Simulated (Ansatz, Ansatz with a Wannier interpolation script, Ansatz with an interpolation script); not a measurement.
An input for Ansatz 0.2.0 (La2O3 (P-3m1)):

```yaml
crystal:
  lattice:
    - [3.9700856584, 0.0, 0.0]
    - [-1.9850428292, 3.4381950354, 0.0]
    - [0.0, 0.0, 6.1730730552]
  atoms:
    - { symbol: La, position: [0.6666666667, 0.3333333333, 0.7500352439] }
    - { symbol: La, position: [0.3333333333, 0.6666666667, 0.2499647561] }
    - { symbol: O, position: [0.6666666667, 0.3333333333, 0.3561906837] }
    - { symbol: O, position: [0.3333333333, 0.6666666667, 0.6438093163] }
    - { symbol: O, position: [0.0, 0.0, 0.0] }
kpoints:
  mp_grid: { grid: [6, 6, 4] }
hamiltonian:
  xc: lda
scf:
  occupations: { method: fixed }
  n_extra_bands: 44
output:
  wannier:
    kmesh: [12, 12, 8]
    projections:
      - { species: La, l: d, shell: 5 }
      - { species: La, l: f, shell: 4 }
      - { species: O, l: p, shell: 2 }
    minimise: true
    write_hr: true
    seedname: w
    conv_tol: 1.0e-06
    max_iter: 20000
    stability_check: false
    disentanglement:
      window: [5.8, 20.17]
      frozen_window: [5.8, 15.58]
      conv_tol: 1.0e-08
```

```sh
ansatz run input.yaml --threads 16 --pin off --max-ram 64512MiB --backend cuda --events-out ev --progress --plain --runs-dir out --devices 1 --max-vram 78GiB
```

How long will it take on 1 × NVIDIA GB200 (shared by 2 runs) with 16 threads of Arm Neoverse V2, shared host, and how much memory?

It took 2.8 min; on shared hardware allow 84 s to 5.6 min. Peak host memory was 2.0 GiB.

[Paths, hosts, dates, memory and timing lines, banners, echoed tables and standing remarks are left out of the program output.]

[Logs are printed without paths, hosts, clocks, repeated set-up lines and the standing remarks that a program may print on its own settings, such as how far it seeks lower states.]

[Runs of the session that timed out or met a known fault of the program may be left out.]

[Hosts, paths, dates, database ids (printed as entryN), source tags and the programs' standing remarks are cut or masked in the printed files.]
